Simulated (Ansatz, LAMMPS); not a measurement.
**Structural relaxation of a frame of liquid 62SiO2-19SrO-17Na2O-2Sc2O3 (mol %) from 2500 K (148 atoms)**

Aim: bring a frame of liquid 62SiO2-19SrO-17Na2O-2Sc2O3 (mol %) from 2500 K (148 atoms) to a nearby minimum of the energy and see what moves.

Main program and level: Ansatz 0.2.0; Kohn-Sham DFT, PBE, PAW (set soft_2), plane waves.

### 1. The structure

The cell holds 148 atoms: 32 Si, 10 Sr, 18 Na, 2 Sc and 86 O. Its edges and angles: a = 12.846 Å, b = 12.846 Å, c = 12.846 Å, α = 90.0°, β = 90.0°, γ = 90.0°. 148 atoms (32 Si, 10 Sr, 18 Na, 2 Sc, 86 O) placed at random at 2.86 g/cm³, melted at 4000 K for 10 ps at fixed volume with the Morse and Coulomb pair potential with partial charges (Pedone, Malavasi, Menziani, Cormack and Segre, J. Phys. Chem. B 110, 11780 (2006)). Snapshot at the end of a hold of 10 ps at 2500 K and fixed volume.

What the set-up can't give: The network of bonds at the start is that of the classical potential that made the cell. Sampling is at Γ alone, for a cell whose shortest periodic width is 13 Å.

### 2. How the cell was made

A classical potential makes the cell, at a small fraction of what the same run would cost in DFT.

This step: classical MD, Morse and Coulomb pair potential with partial charges (Pedone, Malavasi, Menziani, Cormack and Segre, J. Phys. Chem. B 110, 11780 (2006)) (LAMMPS 22 Jul 2025 - Update 4).

Contents of in.lmp:

```
# melt-quench of Si32Sr10Na18Sc2O86
units metal
atom_style charge
boundary p p p
region box block 0 12.8456 0 12.8456 0 12.8456
create_box 5 box
mass 1 28.0850   # Si
mass 2 87.6200   # Sr
mass 3 22.9898   # Na
mass 4 44.9559   # Sc
mass 5 15.9990   # O
create_atoms 1 random 32 839155 NULL overlap 1.5 maxtry 2000
create_atoms 2 random 10 839162 NULL overlap 1.5 maxtry 2000
create_atoms 3 random 18 839169 NULL overlap 1.5 maxtry 2000
create_atoms 4 random 2 839176 NULL overlap 1.5 maxtry 2000
create_atoms 5 random 86 839183 NULL overlap 1.5 maxtry 2000
pair_style hybrid/overlay pedone 5.5 coul/long 8.0
pair_coeff * * coul/long
pair_coeff 1 5 pedone 0.340554 2.006700 2.100000 1   # Si-O
pair_coeff 2 5 pedone 0.019623 1.886000 3.328330 3   # Sr-O
pair_coeff 3 5 pedone 0.023363 1.763867 3.006315 5   # Na-O
pair_coeff 4 5 pedone 0.000333 3.144445 3.200000 2.6   # Sc-O
pair_coeff 5 5 pedone 0.042395 1.379316 3.618701 22   # O-O
set type 1 charge 2.4
set type 2 charge 1.2
set type 3 charge 0.6
set type 4 charge 1.8
set type 5 charge -1.2
kspace_style pppm 1.0e-4
neigh_modify delay 0 every 1 check yes
thermo_style custom step time temp pe press density
thermo_modify norm yes
timestep 0.002
thermo 100
# [... 18 lines left out ...]
compute msd all msd com yes
thermo 1250
fix md all nvt temp 2500 2500 0.2
run 5000 post no
print "== T2500: mean square displacement over the hold $(c_msd[4]:%.2f) A^2"
unfix md
uncompute msd
write_dump all custom T2500.dump id type xs ys zs modify sort id
```

The run is started by

```
$ lmp -in in.lmp -log none -nocite
```

Numbers of over 12 decimals in the logs are rounded to 6 here.

The program printed:

```text
LAMMPS (22 Jul 2025 - Update 4)
Created orthogonal box = (0 0 0) to (12.8456 12.8456 12.8456)
Created 32 atoms
Created 10 atoms
Created 18 atoms
Created 2 atoms
Created 86 atoms
PPPM initialization ...
  G vector (1/distance) = 0.3877619
  grid = 15 15 15
  estimated relative force accuracy = 3.9603207e-05
   Step          Time           Temp          PotEng         Press         Density
         0   0              0             -0.41544529     716731.45      2.8629992
       100   0.2            0             -13.394857      909.24849      2.8629992
       103   0.206          0             -13.399867      1716.6049      2.8629992
[... 21 lines left out ...]
Loop time of 3.12376 s on 1 MPI rank(s) for 5000 steps with 148 atoms
   Step          Time           Temp          PotEng         Press         Density
[... 5 lines left out ...]
Loop time of 3.08942 s on 1 MPI rank(s) for 5000 steps with 148 atoms
   Step          Time           Temp          PotEng         Press         Density
[... 2 lines left out ...]
     12500   25             2717.4133     -13.102765      22631.407      2.8629992
     13750   27.5           2401.2635     -13.113257      43148.97       2.8629992
     15000   30             2451.3116     -13.127801      44919.77       2.8629992
     16000   32             2575.2506     -13.139004      13512.794      2.8629992
Loop time of 3.04981 s on 1 MPI rank(s) for 5000 steps with 148 atoms
== T2500: mean square displacement over the hold 18.53 A^2
```

Elapsed: 10 s, on 1 thread of Arm Neoverse V2, shared host; peak memory 0.071 GiB.

### 3. Single point at the start

A single point comes first, to see the forces before anything moves.

Contents of input.yaml:

```yaml
crystal:
  lattice:
    - [12.8456, 0.0, 0.0]
    - [0.0, 12.8456, 0.0]
    - [0.0, 0.0, 12.8456]
  atoms:
    - { symbol: Si, position: [0.20827, 0.85847, 0.65931] }
    - { symbol: Si, position: [0.80444, 0.70451, 0.7651] }
    - { symbol: Si, position: [0.38202, 0.27178, 0.93285] }
    - { symbol: Si, position: [0.19852, 0.23706, 0.7943] }
    - { symbol: Si, position: [0.35115, 0.5574, 0.15884] }
    - { symbol: Si, position: [0.66386, 0.64057, 0.34015] }
    - { symbol: Si, position: [0.67748, 0.60529, 0.96379] }
    - { symbol: Si, position: [0.58691, 0.10878, 0.85406] }
    - { symbol: Si, position: [0.63507, 0.11256, 0.07895] }
    - { symbol: Si, position: [0.15433, 0.15766, 0.39045] }
    - { symbol: Si, position: [0.7001, 0.1017, 0.39593] }
    - { symbol: Si, position: [0.09479, 0.61274, 0.50443] }
    - { symbol: Si, position: [0.79554, 0.90972, 0.90724] }
    - { symbol: Si, position: [0.00444, 0.56675, 0.7126] }
    - { symbol: Si, position: [0.87193, 0.96683, 0.48083] }
    - { symbol: Si, position: [0.03993, 0.33725, 0.62457] }
    - { symbol: Si, position: [0.5589, 0.74978, 0.14139] }
    - { symbol: Si, position: [0.31179, 0.77408, 0.0991] }
    - { symbol: Si, position: [0.40547, 0.73707, 0.54356] }
    - { symbol: Si, position: [0.11867, 0.08777, 0.98005] }
    - { symbol: Si, position: [0.00864, 0.42181, 0.11032] }
    - { symbol: Si, position: [0.57193, 0.9002, 0.78586] }
    - { symbol: Si, position: [0.25959, 0.95637, 0.89043] }
    - { symbol: Si, position: [0.83805, 0.56967, 0.19035] }
    - { symbol: Si, position: [0.71295, 0.93514, 0.20352] }
    - { symbol: Si, position: [0.41118, 0.70847, 0.78626] }
    - { symbol: Si, position: [0.25861, 0.12321, 0.60248] }
    - { symbol: Si, position: [0.4548, 0.48162, 0.81757] }
    - { symbol: Si, position: [0.47745, 0.45664, 0.38282] }
    - { symbol: Si, position: [0.29647, 0.60555, 0.37562] }
    - { symbol: Si, position: [0.83996, 0.33228, 0.60564] }
    - { symbol: Si, position: [0.91355, 0.82699, 0.13714] }
    [... 110 atom lines left out ...]
    - { symbol: O, position: [0.39826, 0.2398, 0.04878] }
    - { symbol: O, position: [0.14734, 0.97985, 0.91143] }
    - { symbol: O, position: [0.1367, 0.30428, 0.71068] }
    - { symbol: O, position: [0.32515, 0.06732, 0.91909] }
    - { symbol: O, position: [0.46068, 0.37624, 0.48927] }
    - { symbol: O, position: [0.57129, 0.43984, 0.74828] }
kpoints:
  mp_grid: { grid: [1, 1, 1] }
hamiltonian:
  xc: pbe
scf:
  occupations: { method: fermi_dirac, width: 0.215 }
output:
  forces: true
  stress: true
  populations: true
  dos:
    method: { smearing: { sigma: 0.08 } }
    de: 0.1
    projected: { site_lists: { Na: [Na], O: [O], Sc: [Sc], Si: [Si], Sr: [Sr] } }
  eigenvalues: true
```

The run is started by

```
$ ansatz run input.yaml --threads 4 --pin off --max-ram 8192MiB --backend cpu --events-out ev --progress --plain --runs-dir out
```

The program printed:

```text
band count auto-derived: 640 (N_el = 928.0; filled up to band 464; 612 by the electrons, moments and atoms)
Engine: ansatz 0.2.0, aarch64-unknown-linux-gnu
Pseudopotentials: kind: paw
Pseudopotential: Si, paw, valence charge 4, recommended cutoff 420 eV (normal), Si.paw.azcp
Pseudopotential: Sr, paw, valence charge 10, recommended cutoff 420 eV (normal), Sr.paw.azcp
Pseudopotential: Na, paw, valence charge 9, recommended cutoff 420 eV (normal), Na.paw.azcp
Pseudopotential: Sc, paw, valence charge 11, recommended cutoff 420 eV (normal), Sc.paw.azcp
Pseudopotential: O, paw, valence charge 6, recommended cutoff 420 eV (normal), O.paw.azcp
[... 5 lines on functional and potentials left out ...]
Crystal: 148 atoms, lattice volume = 2119.645 Å³
Basis set: ecut = 420 eV, 41395 PW (Γ), exchange–correlation on 180×180×180 points (8 copies of the dense FFT grid, shifted against one another)
Bands: 640, of which v1, the nominal top of the filled ones, is band 464 counted from 1 (463 counted from 0)
Symmetry: 1 space group operations
Space group: P1 (ITA 1), of the structure as read, at distance tolerance 1.3e-4 Å
k-points: 1
[... 11 lines on functional and potentials left out ...]
Initial density: superposition of atomic densities (neutral atoms: chi_scale 0, normalization atom), corrected by the library's trained network
Initial wavefunctions: pseudopotential atomic-orbital guess
Functional: x = pbe(κ = 0.804, μ = 0.219515), c = pbe(β = 0.066725)
SCF iter   1: F=—  HF=-135725.523495 eV  |F-HF|=—  |Δ(HF+E_count)|=         —  Δρ=3.25e-3  dr2=3.47e-1  ethr=1.77e-3  ⟨swp⟩=7.0  Hψ=3350  notcnv=0  defer=32
preconditioner: auto → Resta (q_TF=auto, 2.377 Å⁻¹)  ε∞=3.0  [insulator: Δε(μ)=1.164 eV  Ē_g=16.552 eV  σ=0.215 eV  W_gap=0.86  n_scr=460 (ndim 8)  ℏωp=23.6 eV  f_vac=0.127  D(μ)=2.01/eV (n_scr^D=0)  ε∞_Penn≈3.0]
SCF iter   2: F=—  HF=-135725.503966 eV  |F-HF|=—  |Δ(HF+E_count)|=   1.95e-2  Δρ=1.96e-3  dr2=8.79e-2  ethr=3.74e-5  ⟨swp⟩=2.0  Hψ=1172  notcnv=0  defer=32
SCF iter   3: F=—  HF=-135725.500041 eV  |F-HF|=—  |Δ(HF+E_count)|=   3.92e-3  Δρ=1.04e-3  dr2=3.23e-2  ethr=9.48e-6  ⟨swp⟩=2.0  Hψ=862  notcnv=0  defer=32
SCF iter   4: F=—  HF=-135725.499995 eV  |F-HF|=—  |Δ(HF+E_count)|=   4.60e-5  Δρ=6.00e-4  dr2=8.86e-3  ethr=3.48e-6  ⟨swp⟩=2.0  Hψ=869  notcnv=0  defer=32
SCF iter   5: F=—  HF=-135725.499511 eV  |F-HF|=—  |Δ(HF+E_count)|=   4.84e-4  Δρ=2.46e-4  dr2=1.47e-3  ethr=9.55e-7  ⟨swp⟩=2.0  Hψ=1013  notcnv=0  defer=32
SCF iter   6: F=—  HF=-135725.499672 eV  |F-HF|=—  |Δ(HF+E_count)|=   1.60e-4  Δρ=1.18e-4  dr2=3.49e-4  ethr=1.58e-7  ⟨swp⟩=2.0  Hψ=922  notcnv=0  defer=32
SCF iter   7: F=—  HF=-135725.499759 eV  |F-HF|=—  |Δ(HF+E_count)|=   8.72e-5  Δρ=5.88e-5  dr2=8.61e-5  ethr=3.76e-8  ⟨swp⟩=2.0  Hψ=896  notcnv=0  defer=32
SCF iter   8: F=—  HF=-135725.500109 eV  |F-HF|=—  |Δ(HF+E_count)|=   3.50e-4  Δρ=2.21e-5  dr2=1.24e-5  ethr=9.28e-9  ⟨swp⟩=2.0  Hψ=1060  notcnv=0  defer=32
SCF iter   9: F=—  HF=-135725.500119 eV  |F-HF|=—  |Δ(HF+E_count)|=   1.03e-5  Δρ=1.55e-5  dr2=5.70e-6  ethr=1.33e-9  ⟨swp⟩=2.0  Hψ=1043  notcnv=0  defer=32
SCF iter  10: F=—  HF=-135725.500121 eV  |F-HF|=—  |Δ(HF+E_count)|=   1.43e-6  Δρ=5.34e-6  dr2=7.16e-7  ethr=6.15e-10  ⟨swp⟩=2.0  Hψ=1043  notcnv=0  defer=32
SCF iter  11: F=—  HF=-135725.500121 eV  |F-HF|=—  |Δ(HF+E_count)|=   3.97e-7  Δρ=2.93e-6  dr2=2.11e-7  ethr=7.72e-11  ⟨swp⟩=2.0  Hψ=917  notcnv=0  defer=32
SCF iter  12: F=—  HF=-135725.500121 eV  |F-HF|=—  |Δ(HF+E_count)|=   1.17e-7  Δρ=2.11e-6  dr2=1.11e-7  ethr=1.08e-11  ⟨swp⟩=16.0  Hψ=2867  notcnv=0
SCF iter  13: F=-135725.500121 eV  HF=-135725.500121 eV  |F-HF|=2.62e-10  |Δ(HF+E_count)|=   1.86e-8  Δρ=1.04e-6  dr2=2.51e-8  ethr=1.08e-11  ⟨swp⟩=5.0  Hψ=1913  notcnv=0
SCF 1 converged in 13 iterations: F = -135725.500121 eV  dr2 = 2.51e-8
  greatest PAW one-centre occupation: 1.000 electrons in one spin orbital (limit 2), on the Na atom at site 50 (counted from 0), in its partial waves of l = 1
SCF converged after 13 iterations
Free energy (F): -135725.500121 eV
Harris-Foulkes:  -135725.500121 eV  (|F-HF|=2.62e-10)
Internal energy: -135724.994330 eV  (E = F + TS)
E sigma→0 (E₀):  -135725.247226 eV
Entropy (-TS):   -0.505791 eV (-3.418 meV/atom)
Fermi energy:    6.149930 eV
--- Per-component energies (eV) ---
  E_band       = -7135.030134
  E_kinetic    = 21891.031612
  E_local      = -74071.268520  (includes V_loc(G=0)·N_el)
  E_nonlocal   = 9175.903235
  E_hartree    = 26461.525809
  E_xc         = -10846.422583
  E_vxc        = -12493.240116  (∫ρ·V_xc dr)
  E_paw        = -63648.215484  (= ΣΔE_a)
  E_vpaw       = -4560.722407  (= ΣTr[D̂ρ^β])
  E_aug_tail   = 0.215581  (compensation charges beyond the density's cutoff)
  E_ewald      = -44687.763980
  E_smearing   = -0.505791  (= −TS)
  E_closure    = -0.000000  (closes the sum)
  Σ components = -135725.500121   (vs F -135725.500121, Δ=0.00e0)
--- Forces (eV/Å), atoms counted from 1 ---
  atom   1  Si    10.90650359     2.45409037    -0.91091203
  atom   2  Si     4.28210212     3.41129587    -2.26852279
  atom   3  Si     6.48483441    -1.00272845     2.56309171
  atom   4  Si    -0.98737816    -1.37372739     2.41426910
  atom   5  Si    -0.84954271     4.43405148    -0.31798334
  atom   6  Si    -4.30665821     0.38895539    -2.81844558
  atom   7  Si     3.51615523     6.98422757     5.07864688
  atom   8  Si     3.88157369    11.28189611    -0.97471917
  atom   9  Si     2.88976322     2.62857266     4.99412220
  atom  10  Si     6.34367598    -0.13532076    -6.04490794
  atom  11  Si    -3.80998380    -4.85211415     0.68367928
  atom  12  Si     1.35376457     5.20058199    -2.10807026
  atom  13  Si     1.37663426    -3.66821158    -1.19555621
  atom  14  Si     0.07136079    -2.12388413     2.60750286
[...]
atom 147  O      3.39308210     0.62318954    -1.89594912
  atom 148  O     -3.44909140     1.09510001     1.32868792
  max |Σ_I F_I| component: 1.24e-4 eV/Å
--- Stress (GPa, compression-positive) ---
        8.345448      -0.849104      -0.499020
       -0.849103       3.228874       0.774513
       -0.499020       0.774511       3.257469
  P = ⅓ Tr σ = 4.9439 GPa (49.439 kbar)
--- Band table (eV) ---
  k-point 0: bands = ["-47.2857", "-46.8238", "-46.7003", "-46.6667", [... 624 levels ...], "13.9728", "14.0142", "14.0565", "14.0668", "14.0890", "14.1642", "14.1851", "14.2084", "14.2288", "14.2438", "14.2910", "14.3089"]
--- Löwdin populations: 148 sites ---
  site symbol       q [e]
     0     Si      2.3542
     1     Si      2.3294
     2     Si      2.3709
[...]
147      O      7.0003
  spilling = 0.011515 (of n_electrons = 928.000000)
```

Run time: 70 s. Hardware: 4 threads of Arm Neoverse V2, shared host; peak memory 3.6 GiB; 4.4 min of CPU time.

Read from the output:

- free energy: -135725.5001 eV
- free energy per atom: -917.0642 eV/atom
- SCF cycles: 13
- pressure: 4.944 GPa
- r.m.s. force component: 2.982 eV/Å
- longest force: 18.93 eV/Å
- Fermi energy: 6.15 eV
- levels partly filled by over 2 per cent: 4
- spilling of the projection: 0.01151

The r.m.s. force component of 3.0 eV/Å and the pressure of 4.9 GPa set the starting point.

Length of the force by element:

| element | coordination | atoms | mean length of the force (eV/Å) | spread | least | most |
| --- | --- | --- | --- | --- | --- | --- |
| Na | all | 18 | 1.43 | 0.836 | 0.301 | 3.41 |
| O | all | 86 | 4.02 | 3.00 | 0.610 | 18.9 |
| Sc | all | 2 | 2.70 | 0.433 | 2.26 | 3.13 |
| Si | all | 32 | 6.55 | 3.00 | 1.47 | 13.7 |
| Sr | all | 10 | 2.36 | 0.723 | 1.37 | 3.44 |

[end of part 1 of 3]

[Logs are printed without paths, hosts, clocks, repeated set-up lines and the standing remarks that a program may print on its own settings, such as how far it seeks lower states.]

[Hosts, paths, dates, database ids (printed as entryN), source tags and the programs' standing remarks are cut or masked in the printed files.]
